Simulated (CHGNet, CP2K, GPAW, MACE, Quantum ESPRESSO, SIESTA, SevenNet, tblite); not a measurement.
# (14,0) carbon nanotube bundle (112 atoms) in other programs, against a plane-wave reference

Aim: run (14,0) carbon nanotube bundle (112 atoms) in several programs and set results and cost side by side. A plane-wave run serves as the reference.

Program: Quantum ESPRESSO 7.5. Level of theory: Kohn-Sham DFT, PBE, SSSP efficiency 1.3.0 pseudopotentials, plane waves. Results are calculated unless marked as measured.

## Step 1: The starting structure

The cell holds 112 atoms: 112 C. Its edges and angles: a = 14.263 Å, b = 14.263 Å, c = 8.371 Å, α = 90.0°, β = 90.0°, γ = 120.0°. It derives from C (graphene). Graphene sheet (a = 2.46 Å) rolled into a (14,0) tube of diameter 10.96 Å, 2 periods, hexagonal bundle with 3.3 Å between walls; minimised with a classical potential (one cell length free). Then every atom was moved at random, 0.03 Å r.m.s. a Cartesian component. The structure's axis is c.

## Step 2: Plane-wave reference

pw.in

```
&control
  calculation = 'scf'
  pseudo_dir = './pseudo'
  outdir = './tmp'
  disk_io = 'none'
  tprnfor = .true.
  tstress = .true.
/
&system
  ibrav = 0
  nat = 112
  ntyp = 1
  ecutwfc = 45
  ecutrho = 360
  nosym = .true.
  occupations = 'smearing'
  smearing = 'fd'
  degauss = 0.003675
/
&electrons
  conv_thr = 5.6e-07
  electron_maxstep = 100
  mixing_beta = 0.2
  mixing_mode = 'local-TF'
  diagonalization = 'david'
/
ATOMIC_SPECIES
C 12.011 C.upf
CELL_PARAMETERS angstrom
14.26259 0.00000 0.00000
-7.13130 12.35177 0.00000
0.00000 0.00000 8.37084
ATOMIC_POSITIONS crystal
C 0.37612 0.99951 0.17367
C 0.41853 0.09838 0.08872
C 0.43694 0.18805 0.17664
C 0.43114 0.27070 0.09646
C 0.42146 0.09925 0.42680
C 0.43749 0.19292 0.34675
C 0.41113 0.34366 0.17679
C 0.36409 0.39558 0.09032
C 0.43694 0.27169 0.42708
C 0.41414 0.34686 0.34146
C 0.29584 0.42611 0.17922
C 0.21759 0.44275 0.08633
[... 96 atom lines left out ...]
C 0.16051 0.72353 0.92051
C 0.24492 0.80380 0.83829
C 0.32394 0.90228 0.92137
C 0.37839 0.00031 0.83899
K_POINTS gamma
```

On the command line:

```sh
OMP_NUM_THREADS=1 mpirun -np 4 pw.x -in pw.in > output.txt
```

The log of the run:

```text
Program PWSCF
     gamma-point specific algorithms are used
     one sub-group per band group will be used
     scalapack distributed-memory algorithm (size of sub-group:  2*  2 procs)
     Parallelization info
     sticks:   dense  smooth     PW     G-vecs:    dense   smooth      PW
     Min        4504    2254    559               287070   101505   12686
     Max        4508    2256    562               287076   101512   12687
     Sum       18025    9019   2245              1148291   406033   50745
     bravais-lattice index     =            0
     lattice parameter (alat)  =      26.9524  a.u.
     unit-cell volume          =    9951.6074 (a.u.)^3
     number of atoms/cell      =          112
     number of atomic types    =            1
     number of electrons       =       448.00
[... lines left out ...]
     scf convergence threshold =      5.6E-07
[... lines left out ...]
     number of k points=     1  Fermi-Dirac smearing, width (Ry)=  0.0037
[... lines left out ...]
     total energy              =   -2068.28819452 Ry
[... lines left out ...]
     total energy              =   -2062.17859844 Ry
[... lines left out ...]
     total energy              =   -2063.99357533 Ry
[... lines left out ...]
     total energy              =   -2063.88167361 Ry
[... lines left out ...]
     total energy              =   -2063.88167356 Ry
[... lines left out ...]
     7.0921   7.1723   7.3527   7.3672   7.4002   7.7259   7.8201   7.8784
     7.9155   7.9322   8.0379   8.1291   8.1349   8.1902   8.2239   8.2859
     8.9336   8.9767   9.0016   9.0466   9.1161
     the Fermi energy is     3.5634 ev
!    total energy              =   -2063.88167382 Ry
     total all-electron energy =     -8533.460630 Ry
     estimated scf accuracy    <       0.00000008 Ry
     smearing contrib. (-TS)   =      -0.00172013 Ry
     internal energy E=F+TS    =   -2063.87995369 Ry
     The total energy is F=E-TS. E is the sum of the following terms:
     one-electron contribution =   -2557.98637972 Ry
     hartree contribution      =    1454.48620253 Ry
     xc contribution           =    -523.76890187 Ry
     ewald contribution        =     254.30738987 Ry
     one-center paw contrib.   =    -690.91826450 Ry
     convergence has been achieved in  19 iterations
     negative rho (up, down):  8.180E-04 0.000E+00
     Forces acting on atoms (cartesian axes, Ry/au):
     atom    1 type  1   force =     0.02922826    0.02694477    0.05161684
     atom    2 type  1   force =     0.02089317   -0.06594333    0.09092102
     atom    3 type  1   force =    -0.03258450    0.07851194    0.00128910
[...]
atom  111 type  1   force =    -0.02329435   -0.05863228    0.00812170
     atom  112 type  1   force =     0.02593020    0.00125489    0.04667765
     Total force =     1.438075     Total SCF correction =     0.000337
     Computing stress (Cartesian axis) and pressure
     negative rho (up, down):  8.180E-04 0.000E+00
          total   stress  (Ry/bohr**3)                   (kbar)     P=      121.95
   0.00052125   0.00000517   0.00000856           76.68        0.76        1.26
   0.00000517   0.00053185   0.00001824            0.76       78.24        2.68
   0.00000856   0.00001824   0.00143394            1.26        2.68      210.94
     Message from routine punch:
     Nothing written, as per user request (disk_io='none')
```

Run time: 3.3 min. Hardware: 4 MPI ranks of Arm Neoverse V1, shared host; peak memory 4.1 GiB; 13 min of CPU time.

Banners, paths, timers and routine set-up lines are dropped from the logs unmarked, and long logs keep their key lines alone; longer cuts are marked.

Numbers from this run:

```
r.m.s. force component : 2.017 eV/Å
longest force          : 6.94 eV/Å
pressure               : 12.2 GPa
```

## Step 3: Structure statistics

Density 1.51 g/cm³, 13.17 Å³ an atom.

Pair distribution function in bins of 0.1 Å:

```tsv
r (Å)	total
1.15	0.00
1.25	0.12
1.35	8.84
1.45	6.94
1.55	0.16
1.65	0.00
1.75	0.00
1.85	0.00
1.95	0.00
2.05	0.00
2.15	0.00
2.25	0.00
2.35	3.44
2.45	7.03
2.55	0.26
2.65	0.05
2.75	2.21
2.85	1.77
2.95	0.00
3.05	0.00
3.15	0.00
3.25	0.00
3.35	0.02
3.45	0.16
3.55	0.41
3.65	2.89
3.75	2.00
3.85	0.35
3.95	0.24
4.05	0.90
4.15	2.82
4.25	1.27
4.35	0.34
4.45	0.36
4.55	0.47
4.65	1.06
4.75	1.59
4.85	1.90
4.95	1.56
5.05	1.51
5.15	0.60
5.25	0.45
5.35	0.47
5.45	1.25
```

Bonds by pair of elements; cutoffs follow the first minimum of g(r), held within bounds set by covalent radii, and pairs that aren't listed don't count as bonded (cutoffs were set anew for this text, so counts can differ from the run's own analysis):

```tsv
pair A-B	cutoff (Å)	bonds	mean length (Å)	spread (Å)	shortest (Å)	B about A	A about B
C-C	1.85	168	1.40	0.044	1.29	3	3
```

How many atoms have how many bonded neighbours:

```tsv
element	mean	3
C	3	112
```

Rings of the network by King's shortest-path rule, up to 12 atoms, one path for each pair of neighbours; H, halogens, alkali and alkaline-earth atoms are left out, and the last column divides by all other atoms, bonded or not:

```tsv
ring size (atoms)	rings	per network atom
6	56	0.5
```

## Step 4: The other programs

The programs:
- CHGNet: machine-learned potential, published weights.
- CP2K 2026.2: Gaussian basis with GTH pseudopotentials and a plane-wave density; labels give functional, basis (MOLOPT sets; SR short-range, UZH the newer set with its own potentials), grid cutoff/relative cutoff and solver (OT: orbital transformation; TRS4, TC2, SIGN: linear-scaling purification with its sparsity filter), or its built-in tight binding.
- GPAW 26.7.0: PAW with atomic orbitals (LCAO), plane waves or a real-space grid of spacing h.
- MACE: machine-learned potential, published weights.
- SIESTA 5.4.2: numerical atomic orbitals, whose automatically made sets are far from complete, with PseudoDojo norm-conserving potentials that we converted to its format (checked against plane waves on the same files for H, C, O, Si, Ge and Ca alone); labels give functional, basis size, energy shift and mesh cutoff.
- SevenNet: machine-learned potential, published weights.
- tblite 0.8.0: extended tight binding, driven from Python.

All use the same cell and atoms; the electronic-structure runs use the same k-mesh, and an electronic temperature of 580 K (0.05 eV) where levels are smeared.

Differences are against the plane-wave reference, forces as r.m.s. over components; share is that over the reference's r.m.s. force, slope the least-squares factor from reference forces to these. Total energies of different programs have different zeros and aren't compared.

```tsv
run	Δ force, r.m.s. (meV/Å)	share (%)	slope	Δ pressure (GPa)	cores	CPU time	memory (GiB)
reference	-	-	-	-	4	13 min	4.1
CHGNet r2SCAN potential	417	20.7	0.855	-2.43	1	5.4 s	2.2
CP2K PBE, DZVP-UZH, 450/50 Ry, diagonalisation	33.5	1.66	1.015	0.439	4	11 min	4.4
CP2K PBE, SZV-MOLOPT-SR, 450/50 Ry, diagonalisation (coarse)	552	27.4	1.267	7.64	1	4.3 min	3.1
GPAW PBE, LCAO dzp, h 0.2 Å	162	8.02	1.067	-	2	2.5 min	1.4
GPAW PBE, LCAO sz(dzp), h 0.2 Å (coarse)	689	34.2	1.286	-	1	41 s	0.68
GPAW PBE, plane waves 450 eV	9.07	0.450	1.004	-2.21	2	7.6 min	1.6
MACE MP-0b2 small potential	380	18.8	0.864	-2.12	1	7.7 s	0.69
SIESTA PBE, DZ, shift 0.01 Ry, mesh 300 Ry (coarse)	358	17.7	1.163	6.91	2	1.9 min	0.92
SIESTA PBE, DZP, shift 0.01 Ry, mesh 300 Ry	287	14.2	1.121	6.51	2	5 min	1.4
SIESTA PBE, SZP, shift 0.01 Ry, mesh 300 Ry (coarse)	558	27.7	1.222	14.2	2	3.7 min	1.2
SevenNet l3i5 potential	302	15.0	0.983	-0.564	1	14 s	2.0
tblite GFN1-xTB	139	6.87	0.978	-1.38	1	3 s	0.12
```

Rows marked coarse were listed beforehand as settings not expected to be converged; some can still land near the reference.

Times of the machine-learned potentials are mostly Python's start and the loading of weights.

CPU time is summed over cores on a shared host, where runs went side by side, so it is rough. Symmetry, cutoffs, thresholds, outputs and thread counts weren't matched or tuned between programs; memory under MPI is the largest rank's times the ranks.

A second geometry, displaced anew (every atom was moved at random, 0.06 Å r.m.s. a Cartesian component), gives an energy difference that all programs can be tested on. The reference puts it at 202.7 meV/atom.

```tsv
run	energy less the first geometry's (meV/atom)	error (meV/atom)	force share at the second geometry (%)
CHGNet r2SCAN potential	173.1	-29.6	16.1
GPAW PBE, LCAO dzp, h 0.2 Å	210.6	7.93	7.29
MACE MP-0b2 small potential	190.5	-12.2	11.1
tblite GFN1-xTB	198.1	-4.60	5.65
CP2K PBE, DZVP-UZH, 450/50 Ry, diagonalisation	205.0	2.29	1.37
SIESTA PBE, DZP, shift 0.01 Ry, mesh 300 Ry	216.9	14.3	13.2
SevenNet l3i5 potential	201.1	-1.56	9.99
CP2K PBE, SZV-MOLOPT-SR, 450/50 Ry, diagonalisation	254.1	51.4	26.5
GPAW PBE, plane waves 450 eV	202.9	0.223	0.391
SIESTA PBE, SZP, shift 0.01 Ry, mesh 300 Ry	223.2	20.5	25.3
GPAW PBE, LCAO sz(dzp), h 0.2 Å	234.9	32.2	30.5
SIESTA PBE, DZ, shift 0.01 Ry, mesh 300 Ry	227.0	24.3	16.5
```

## Step 5: What came out

```yaml
reference_r_m_s_force_component: 2.02 eV/Å
nearest_in_forces: GPAW PBE, plane waves 450 eV, 0.45 %
farthest_in_forces: GPAW PBE, LCAO sz(dzp), h 0.2 Å (coarse), 34 %
cheapest_electronic_structure_run_beside_the_reference: tblite GFN1-xTB, 3 s of CPU time
```

PBE on plane waves or a grid with other potentials, cutoffs or grids, coarse settings apart, differs from the reference by 0.45 % (GPAW PBE, plane waves 450 eV) of the r.m.s. force; this holds the reference's own error, so differences of a few per cent don't tell which side is nearer the exact PBE result. The PBE runs in local orbitals, coarse settings apart, differ by 1.7 % (CP2K PBE, DZVP-UZH, 450/50 Ry, diagonalisation) to 14 % (SIESTA PBE, DZP, shift 0.01 Ry, mesh 300 Ry); basis, grid and potentials can all enter. Tight binding differs by 6.9 % (tblite GFN1-xTB); it is another model, with fitted parameters of its own, and the xTB methods hold dispersion. Machine-learned potentials differ by 15 % (SevenNet l3i5 potential) to 21 % (CHGNet r2SCAN potential); they were trained on other programs' data, some at another functional. Runs with settings chosen to be coarse differ by 18 % (SIESTA PBE, DZ, shift 0.01 Ry, mesh 300 Ry) to 34 % (GPAW PBE, LCAO sz(dzp), h 0.2 Å), their programs' other errors included. Of the electronic-structure runs that take under half the reference's CPU time, tblite GFN1-xTB comes nearest, at 6.9 % in 3 s against 13 min. GPAW PBE, LCAO sz(dzp), h 0.2 Å stiffens the forces by a factor of 1.29 while following their directions (correlation 0.990); the slopes of the 3 GPAW runs lie between 1.00 and 1.29. In pressure, SIESTA PBE, SZP, shift 0.01 Ry, mesh 300 Ry misses by +14.2 GPa, at the same functional. The energy difference between the two geometries, 203 meV/atom in the reference, is met best by GPAW PBE, plane waves 450 eV (+0.223) and worst by CP2K PBE, SZV-MOLOPT-SR, 450/50 Ry, diagonalisation (coarse) (+51.4). In the reference: By these cutoffs all C atoms have 3 bonded neighbours. Periodic xTB results under one method name differ between programs and library versions. The reference's pressure holds the uncorrected Pulay stress of its 45 Ry basis, so small pressure differences, and their order, may be the reference's own error. Machine-learned potentials mimic data converged in k, so the reference's own k-point error enters their differences. The reference's stress is far from hydrostatic: its diagonal is 7.7, 7.8, 21.1 GPa, compression counted positive. The reference's pressure of 12 GPa belongs to a cell and atoms that aren't relaxed at this level. The electronic-structure runs sample only Γ, in a cell whose shortest periodic width is 8 Å.

[Also dropped from logs without a mark: logging warnings of Python, and SIESTA's first energy breakdown and zero terms.]

[Logs are printed without paths, hosts, clocks, repeated set-up lines and the standing remarks that a program may print on its own settings, such as how far it seeks lower states.]

[Hosts, paths, dates, database ids (printed as entryN), source tags and the programs' standing remarks are cut or masked in the printed files.]
